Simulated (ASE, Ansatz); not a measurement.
# Relaxing 1T-TiS2/h-SiC heterobilayer (86 atoms), part 2 of 2

How does 1T-TiS2/h-SiC heterobilayer (86 atoms) relax, and what do bonds, charges and levels look like afterwards?

Ansatz 0.2.0; Kohn-Sham DFT, PBE+D3(BJ), PAW (set soft_2), plane waves.

The cell: 16 Ti, 32 S, 19 Si and 19 C. The main run has no spin polarisation. Sampling is at Γ alone, for a cell whose shortest periodic width is 12 Å.

So far. Step 3 (Relaxation): The relaxation changed the energy by -12.3 meV/atom, and atoms moved by 0.067 Å r.m.s., 0.15 Å at most.

### 4. Distances and neighbours after relaxation

Bonds before and after, by the cutoffs listed below:

| pair | bonds before | bonds after | mean before (Å) | mean after (Å) | spread before (Å) | spread after (Å) |
| --- | --- | --- | --- | --- | --- | --- |
| S-Ti | 96 | 96 | 2.425 | 2.431 | 0.014 | 0.093 |
| C-Si | 57 | 57 | 1.798 | 1.799 | 0.016 | 0.003 |

Normalised to the volume that the atoms fill. Pair distribution functions g(r), in bins of 0.2 Å:

```csv
r (Å),total,S-S,S-C,S-Si,S-Ti,C-C,C-Si
1.70,1.77,0.00,0.00,0.00,0.00,0.00,18.10
1.90,0.71,0.00,0.00,0.00,0.00,0.00,7.30
2.10,0.00,0.00,0.00,0.00,0.00,0.00,0.00
2.30,0.62,0.00,0.00,0.00,4.46,0.00,0.00
2.50,1.62,0.00,0.00,0.00,11.69,0.00,0.00
2.70,0.02,0.00,0.00,0.00,0.15,0.00,0.00
2.90,0.00,0.00,0.00,0.00,0.00,0.00,0.00
3.10,1.67,0.00,0.00,0.26,0.00,16.65,0.00
3.30,1.13,4.64,0.62,0.62,0.00,0.00,0.00
3.50,1.96,7.77,0.76,0.41,0.00,0.00,4.13
3.70,0.39,0.00,0.54,0.56,0.00,0.00,2.17
3.90,0.18,0.00,0.50,0.60,0.00,0.00,0.00
4.10,0.68,0.00,0.34,0.45,3.98,0.00,0.00
4.30,0.38,0.00,0.55,0.46,1.57,0.00,0.00
4.50,0.14,0.00,0.25,0.59,0.00,0.00,0.00
4.70,1.03,0.00,0.69,0.41,0.00,0.00,7.15
4.90,0.51,2.05,0.25,0.35,0.00,0.00,0.00
5.10,0.27,0.00,0.45,0.36,0.00,0.00,0.00
5.30,1.12,0.00,0.46,0.36,3.45,4.05,0.00
5.50,0.81,0.00,0.22,0.37,3.22,1.55,0.00
5.70,0.43,0.60,0.52,0.37,0.00,0.00,0.00
5.90,0.93,4.61,0.32,0.29,0.00,0.00,0.00
6.10,0.41,0.33,0.43,0.75,0.00,0.00,0.00
6.30,0.73,0.00,0.77,0.58,0.00,4.20,0.00
6.50,0.68,0.00,0.62,0.64,0.00,0.00,3.88
6.70,0.69,1.77,0.49,0.68,0.00,0.00,0.00
6.90,0.32,0.32,0.68,0.46,0.00,0.00,0.00
7.10,0.68,0.00,0.64,0.66,1.76,0.00,1.22
```

Bonds by pair of elements; cutoffs follow the first minimum of g(r), held within bounds set by covalent radii, and pairs that aren't listed don't count as bonded:

```
pair A-B  cutoff (Å)  bonds  mean length (Å)  spread (Å)  shortest (Å)  B about A  A about B
    S-Ti         3.1     96             2.43       0.093          2.30          3          6
    C-Si        2.23     57             1.80       0.003          1.79          3          3
```

How many atoms have how many bonded neighbours:

```csv
element,mean,3,6
C,3,19,0
S,3,32,0
Si,3,19,0
Ti,6,0,16
```

Bond angles, per cent of each kind in bins of 5°:

| angle (°) | S-Ti-S | Ti-S-Ti | C-Si-C | Si-C-Si |
| --- | --- | --- | --- | --- |
| 85–90 | 52.9 | 92.7 | 0.0 | 0.0 |
| 90–95 | 22.1 | 7.3 | 0.0 | 0.0 |
| 95–100 | 5.0 | 0.0 | 0.0 | 0.0 |
| 100–105 | 0.0 | 0.0 | 0.0 | 0.0 |
| 105–110 | 0.0 | 0.0 | 0.0 | 0.0 |
| 110–115 | 0.0 | 0.0 | 0.0 | 0.0 |
| 115–120 | 0.0 | 0.0 | 56.1 | 47.4 |
| 120–125 | 0.0 | 0.0 | 43.9 | 52.6 |
| 125–130 | 0.0 | 0.0 | 0.0 | 0.0 |
| 130–135 | 0.0 | 0.0 | 0.0 | 0.0 |
| 135–140 | 0.0 | 0.0 | 0.0 | 0.0 |
| 140–145 | 0.0 | 0.0 | 0.0 | 0.0 |
| 145–150 | 0.0 | 0.0 | 0.0 | 0.0 |
| 150–155 | 0.0 | 0.0 | 0.0 | 0.0 |
| 155–160 | 0.0 | 0.0 | 0.0 | 0.0 |
| 160–165 | 0.0 | 0.0 | 0.0 | 0.0 |
| 165–170 | 0.0 | 0.0 | 0.0 | 0.0 |
| 170–175 | 10.0 | 0.0 | 0.0 | 0.0 |
| 175–180 | 10.0 | 0.0 | 0.0 | 0.0 |

Bond angles (no mean is given where the spread exceeds 20°):

```
  angle  count  mean (°)  spread (°)
 S-Ti-S    240         -           -
Ti-S-Ti     96      88.6         1.1
 C-Si-C     57       120         0.3
Si-C-Si     57       120         0.3
```

By these cutoffs all C atoms have 3, all S atoms have 3, all Si atoms have 3 and all Ti atoms have 6 bonded neighbours.

### 5. Single point at the relaxed geometry

One more single point at the end of the walk gives the fuller output and checks the residual forces.

The input, input.yaml:

```yaml
crystal:
  lattice:
    - [13.5763, 0.0, 0.0]
    - [-6.78815, 11.75742, 0.0]
    - [0.0, 0.0, 22.05]
  atoms:
    - { symbol: Ti, position: [0.00975, 0.00159, 0.42754] }
    - { symbol: S, position: [0.08246, 0.16754, 0.49151] }
    - { symbol: S, position: [0.16287, 0.07928, 0.36219] }
    - { symbol: Ti, position: [0.98951, 0.24018, 0.42662] }
    [... 76 atom lines left out ...]
    - { symbol: Si, position: [0.75747, 0.2563, 0.63764] }
    - { symbol: C, position: [0.77413, 0.13301, 0.63863] }
    - { symbol: Si, position: [0.70494, 0.62463, 0.63623] }
    - { symbol: C, position: [0.72244, 0.50202, 0.63754] }
    - { symbol: Si, position: [0.81012, 0.88844, 0.63328] }
    - { symbol: C, position: [0.82723, 0.7653, 0.63661] }
kpoints:
  mp_grid: { grid: [1, 1, 1] }
hamiltonian:
  xc: pbe
  dispersion: d3bj
scf:
  occupations: { method: gaussian, width: 0.05 }
output:
  forces: true
  populations: true
  dos:
    method: { smearing: { sigma: 0.08 } }
    de: 0.1
    projected:
      site_lists:
        C: [C]
        S: [S]
        Si: [Si]
        Ti: [Ti]
        layer_1: [0, 1, 2, 3, 4, 5, 6, 7, 8, 9, 10, 11, 12, 13, 14, 15, 16, 17, 18, 19, 20, 21, 22, 23, 24, 25, 26, 27, 28, 29, 30, 31, 32, 33, 34, 35, 36, 37, 38, 39, 40, 41, 42, 43, 44, 45, 46, 47]
        layer_2: [48, 49, 50, 51, 52, 53, 54, 55, 56, 57, 58, 59, 60, 61, 62, 63, 64, 65, 66, 67, 68, 69, 70, 71, 72, 73, 74, 75, 76, 77, 78, 79, 80, 81, 82, 83, 84, 85]
  eigenvalues: true
  write_density: true
  write_potential: true
  volumetric_format: npy
```

Launch:

```
$ ansatz run input.yaml --threads 4 --pin off --max-ram 8192MiB --backend cpu --events-out ev --progress --plain --runs-dir out
```

Numbers of over 12 decimals in the logs are rounded to 6 here.

The program printed:

```text
[...]
Crystal: 86 atoms, lattice volume = 3519.671 Å³
Basis set: ecut = 420 eV, 68881 PW (Γ), exchange–correlation on 192×192×300 points (8 copies of the dense FFT grid, shifted against one another)
Bands: 354, of which v1, the nominal top of the filled ones, is band 268 counted from 1 (267 counted from 0)
Symmetry: 1 space group operations
[...]
k-points: 1
[...]
SCF iter   1: F=—  HF=-85781.273036 eV  |F-HF|=—  |Δ(HF+E_count)|=         —  Δρ=3.69e-3  dr2=2.40e0  ethr=1.77e-3  ⟨swp⟩=6.0  Hψ=1591  notcnv=0  defer=38
[...]
SCF iter  14: F=-85780.791907 eV  HF=-85780.791907 eV  |F-HF|=2.78e-8  |Δ(HF+E_count)|=   6.32e-8  Δρ=8.96e-7  dr2=3.50e-8  ethr=1.87e-11  ⟨swp⟩=18.0  Hψ=3108  notcnv=0
SCF 1 converged in 14 iterations: F = -85780.791907 eV  dr2 = 3.50e-8
[...]
SCF converged after 14 iterations
Free energy (F): -85780.791907 eV
[...]
Internal energy: -85780.791907 eV  (E = F + TS)
E sigma→0 (E₀):  -85780.791907 eV
Entropy (-TS):   -0.000000 eV (-0.000 meV/atom)
Fermi energy:    -0.387046 eV
[...]
--- Forces (eV/Å), atoms counted from 1 ---
  atom   1  Ti    -0.01617126    -0.00409829     0.00325291
  atom   2  S      0.01517227     0.00604587     0.00162307
  atom   3  S      0.01098525     0.00712021    -0.00260151
  atom   4  Ti    -0.00029633     0.01011920     0.00433043
  atom   5  S     -0.00627227    -0.01606959     0.01115256
  atom   6  S      0.00520477     0.00780492    -0.00472422
  atom   7  Ti     0.00554374    -0.00616481    -0.00041192
  atom   8  S      0.01543722     0.00013444    -0.00814181
  atom   9  S     -0.00654632     0.00120443    -0.01142548
  atom  10  Ti    -0.00335227    -0.00841211    -0.01344590
  atom  11  S      0.00341797     0.01290430     0.00769365
  atom  12  S      0.01883445    -0.01149562     0.01336892
  atom  13  Ti    -0.01416907    -0.00481789     0.00320072
  atom  14  S      0.01449188     0.01040712    -0.00566783
[...]
atom  85  Si     0.01200563    -0.01022685    -0.00128832
  atom  86  C     -0.00274351    -0.00015173    -0.00025656
  max |Σ_I F_I| component: 1.29e-4 eV/Å
--- Band table (eV) ---
[...]
--- Löwdin populations: 86 sites ---
  site symbol       q [e]
     0     Ti     11.2358
     1      S      6.3351
     2      S      6.3041
[...]
85      C      4.9782
  spilling = 0.008176 (of n_electrons = 536.000000)
```

Wall time 46 s (4 threads of Arm Neoverse V2, shared host); peak memory 4 GiB.

The run gave:

```
free energy                                      : -85780.7919 eV
free energy per atom                             : -997.4511 eV/atom
SCF cycles                                       : 14
r.m.s. force component                           : 0.00965 eV/Å
longest force                                    : 0.03831 eV/Å
Fermi energy                                     : -0.387 eV
gap (highest filled to lowest empty level) : 0.3719 eV
spilling of the projection                       : 0.008176
```

Löwdin charges by element (they lack the spilled electrons, 0.051 e an atom on average):

```
element  coordination  atoms  mean charge (e)  spread   least    most
      C           all     19           -0.981  0.0067  -0.990  -0.967
      S           all     32           -0.317   0.011  -0.339  -0.301
     Si           all     19             1.10  0.0013    1.09    1.10
     Ti           all     16            0.767  0.0074   0.761   0.781
```

By region:

```csv
region,atoms,mean length of the force (eV/Å)
layer 1,48,0.017
layer 2,38,0.012
```

States in the cell by windows of 1 eV, zero at the Fermi level; the larger projections on atomic orbitals stand beside the total:

```csv
from (eV),to (eV),total,layer 1,S p,Ti d,layer 2,C p,Si p
-14,-13,9.4,6.6,0.1,0.0,2.8,0.1,0.2
-13,-12,52.2,40.5,0.6,2.5,11.5,0.6,2.2
-12,-11,28.4,16.5,0.2,1.2,11.7,0.7,3.2
-11,-10,12.0,0.1,0.0,0.0,11.8,0.5,3.8
-10,-8,0.0,0.0,0.0,0.0,0.0,0.0,0.0
-8,-7,3.2,0.0,0.0,0.0,3.2,1.6,0.4
-7,-6,20.8,0.1,0.1,0.0,20.5,10.4,2.8
-6,-5,6.2,6.1,4.1,1.1,0.1,0.0,0.0
-5,-4,56.1,40.3,30.9,6.6,15.2,8.4,5.6
-4,-3,50.3,35.7,26.0,7.8,13.8,8.2,3.1
-3,-2,96.7,62.7,43.2,17.6,32.9,21.8,10.6
-2,-1,47.1,36.4,31.3,4.5,10.0,7.7,2.3
-1,0,25.6,8.8,6.1,2.4,16.2,12.6,3.6
0,1,26.6,25.3,4.7,20.1,0.6,0.5,0.1
1,2,65.8,64.3,11.4,52.3,0.6,0.3,0.2
2,3,25.3,21.2,5.5,14.7,2.6,0.7,1.9
```

The curve was stored every 0.100 eV, coarse against its broadening of 0.08 eV, so these counts are rough.

The stored curve holds about 408 of the 536 electrons; the rest, give or take the few that broadening carries across the Fermi level, lie in deeper levels below its range.

The levels nearest the highest filled one (over half full), pooled over k-points and spins:

```
level less the highest filled one (eV)  occupation
                                -0.312           2
                                -0.250           2
                                -0.242           2
                                -0.186           2
                               -0.0042           2
                                     0           2
                                 0.372           0
                                 0.633           0
                                 0.640           0
                                 0.644           0
                                 0.691           0
                                 0.707           0
```

Planar average of the electrostatic potential energy along the normal, with the Fermi level as zero, after a running mean with a triangular window 4 Å wide at its base:

```
height (Å)  potential energy (eV)
       0.0                   5.57
       0.6                   5.59
       1.3                   5.62
       1.9                   5.64
       2.5                   5.66
       3.1                   5.68
       3.8                   5.70
       4.4                   5.72
       5.0                   5.70
       5.6                   5.44
       6.3                   4.01
       6.9                   1.80
       7.5                  -1.19
       8.1                  -4.11
       8.8                  -6.44
       9.4                  -7.20
      10.0                  -6.63
      10.6                  -5.05
      11.3                  -1.98
      11.9                  -0.11
      12.5                  -0.80
      13.1                  -3.39
      13.8                  -6.72
      14.4                  -6.14
      15.0                  -2.74
      15.6                   1.17
      16.3                   4.48
      16.9                   5.22
      17.5                   5.38
      18.1                   5.42
      18.8                   5.45
      19.4                   5.47
      20.0                   5.50
      20.6                   5.52
      21.3                   5.54
      21.9                   5.56
```

Valence density in the ca plane at fractional y = 0.086, with atoms of S and C and Si within 0.2 Å of it. It is the smooth field of the valence electrons, not physical close to the nuclei.

Values in e/Å³, 13 rows by 16 columns, each cell a mean:
```
0.0 0.0 0.0 0.0 0.0 0.0 0.4 0.8 0.4 0.1 0.1 0.0 0.3 0.9 0.2 0.0
0.0 0.0 0.0 0.0 0.0 0.0 0.4 0.8 0.5 0.2 0.1 0.0 0.2 0.5 0.2 0.0
0.0 0.0 0.0 0.0 0.0 0.0 0.1 0.2 0.2 0.4 0.5 0.1 0.2 0.6 0.2 0.0
0.0 0.0 0.0 0.0 0.0 0.0 0.3 0.7 0.4 0.2 0.2 0.0 0.3 1.0 0.3 0.0
0.0 0.0 0.0 0.0 0.0 0.0 0.5 0.8 0.5 0.1 0.1 0.0 0.1 0.2 0.1 0.0
0.0 0.0 0.0 0.0 0.0 0.0 0.1 0.3 0.3 0.4 0.4 0.1 0.1 0.3 0.1 0.0
0.0 0.0 0.0 0.0 0.0 0.0 0.2 0.5 0.3 0.3 0.3 0.1 0.2 0.2 0.2 0.0
0.0 0.0 0.0 0.0 0.0 0.0 0.5 0.8 0.5 0.1 0.1 0.0 0.3 1.0 0.2 0.0
0.0 0.0 0.0 0.0 0.0 0.0 0.2 0.5 0.3 0.3 0.3 0.1 0.4 1.4 0.3 0.0
0.0 0.0 0.0 0.0 0.0 0.0 0.1 0.3 0.2 0.3 0.4 0.1 0.1 0.2 0.1 0.0
0.0 0.0 0.0 0.0 0.0 0.0 0.5 0.8 0.5 0.1 0.1 0.0 0.1 0.2 0.1 0.0
0.0 0.0 0.0 0.0 0.0 0.0 0.3 0.7 0.4 0.2 0.2 0.1 0.2 0.4 0.2 0.0
0.0 0.0 0.0 0.0 0.0 0.0 0.1 0.2 0.2 0.4 0.4 0.1 0.2 0.4 0.1 0.0
```
Columns run along c (16.0 Å, from fractional 0.03 to 0.76 of the cell), rows up along a (13.6 Å). Atoms in or near the plane, at fractional coordinates: S at (0.36, 0.16), S at (0.36, 0.41), S at (0.36, 0.66), S at (0.36, 0.91), C at (0.64, 0.35), Si at (0.64, 0.49).

Electrostatic potential energy in the ca plane at fractional y = 0.086, with atoms of S and C and Si within 0.2 Å of it. With pseudopotentials it is smooth inside the atoms' cores, unlike the true potential.

Values in eV, 13 rows by 16 columns, each cell a mean:
```
  5   5   5   5   5   5  -4 -24  -5   2   3   5   2  -9   2   5
  5   5   5   5   5   5  -5 -25  -5   1   3   4  -1 -14   0   5
  5   5   5   5   5   5   4   1  -5  -5  -3   4   2  -6   3   5
  5   5   5   5   5   5  -1 -17  -4   0   2   4   2 -12   2   5
  5   5   5   5   5   5  -7 -30  -7   2   4   4   3   0   3   5
  5   5   5   5   5   5   4  -1  -5  -4  -2   4   1  -7   2   5
  5   5   5   5   5   5   2  -7  -3  -1   0   3 -12 -33  -8   4
  5   5   5   5   5   5  -9 -32  -8   2   4   4  -1 -20   0   5
  5   5   5   5   5   5   2  -9  -4  -2   0   4  -1 -27   1   5
  5   5   5   5   5   5   4  -1  -4  -4  -2   4   3   1   4   5
  5   5   5   5   5   5  -8 -30  -6   2   4   4   2  -1   3   5
  5   5   5   5   5   5  -1 -16  -5  -1   2   4  -6 -28  -4   4
  5   5   5   5   5   5   4   2  -5  -5  -3   4   0 -11   1   5
```
Columns run along c (16.0 Å, from fractional 0.03 to 0.76 of the cell; values clipped at the 3rd and 97th percentile), rows up along a (13.6 Å). Atoms in or near the plane, at fractional coordinates: S at (0.36, 0.16), S at (0.36, 0.41), S at (0.36, 0.66), S at (0.36, 0.91), C at (0.64, 0.35), Si at (0.64, 0.49).

Mean Löwdin charges: C -0.98, S -0.32, Si +1.10, Ti +0.77 e (they miss 0.82 % of the electrons, so they add up to more than the cell's charge). Just under the Fermi level the largest share is C p (50 % of the projected weight), just over it Ti d (74 % of the projected weight). The potential slopes across the vacuum by 0.036 eV/Å: the slab bears a dipole, and with periodic images along the normal there is no flat vacuum level to read.

The surroundings of S12, picked at random, nearest first, numbered as they follow in the input and with coordinates relative to it.

```
atom      x      y      z  distance (Å)  bonds  Löwdin charge (e)
 S12   0.00   0.00   0.00          0.00      3              -0.30
Ti22   1.58  -0.87   1.44          2.31      6               0.76
Ti13  -0.05   1.94   1.44          2.42      6               0.78
Ti10  -1.82  -1.11   1.45          2.58      6               0.76
 S24   3.34  -0.01   0.02          3.34      3              -0.33
  S3  -1.76   2.87  -0.02          3.37      3              -0.30
 S15   1.60   2.97   0.00          3.38      3              -0.30
 S45  -1.78  -2.90   0.00          3.40      3              -0.30
  S9   1.62  -3.01   0.00          3.42      3              -0.30
 S23   1.62   0.93   2.88          3.43      3              -0.32
 S48  -3.45  -0.02   0.03          3.46      3              -0.32
  S8  -0.04  -1.96   2.87          3.48      3              -0.34
 S11  -1.76   1.02   2.86          3.51      3              -0.32
```

The column of bonds counts only the pairs S-Ti within 3.10 Å, C-Si within 2.23 Å; other neighbours, such as metal atoms beside each other in a compound, aren't counted, and periodic images can show an atom twice.

### 6. Outcome

```yaml
energy_change_in_the_relaxation: -12.34 meV/atom
r_m_s_displacement: 0.067 Å
largest_displacement: 0.155 Å
free_energy_per_atom: -997.4511 eV/atom
r_m_s_force_component: 0.00965 eV/Å
spacing_of_highest_filled_and_lowest_empty_level: 0.3719 eV
wall_time_of_the_3_dft_runs: 4.9 min
```

**Reading.** Relaxation lowers the energy by 12.3 meV/atom and moves atoms by 0.067 Å r.m.s.; the r.m.s. force component goes from 0.28 to 0.0097 eV/Å. By the final cutoffs no bond was broken or made. From the first step to the last the energy fell by 1.061 eV, and the largest move was 0.16 Å (Ti22). The S-Ti bonds change most in mean length: from 2.425 Å (spread 0.014) to 2.431 Å (spread 0.093). With the cutoffs above, all C atoms have 3, all S atoms have 3, all Si atoms have 3 and all Ti atoms have 6 bonded neighbours. Between filled and empty levels lie 0.372 eV at Γ alone; the mesh holds the band edges only if they fold onto it, so the gap at this level can be narrower or closed, while semilocal functionals tend to narrow gaps against experiment.

**Limits.** The slab bears a dipole and has periodic images along its normal, so a spurious field crosses the vacuum.

[Logs are printed without paths, hosts, clocks, repeated set-up lines and the standing remarks that a program may print on its own settings, such as how far it seeks lower states.]

[Hosts, paths, dates, database ids (printed as entryN), source tags and the programs' standing remarks are cut or masked in the printed files.]
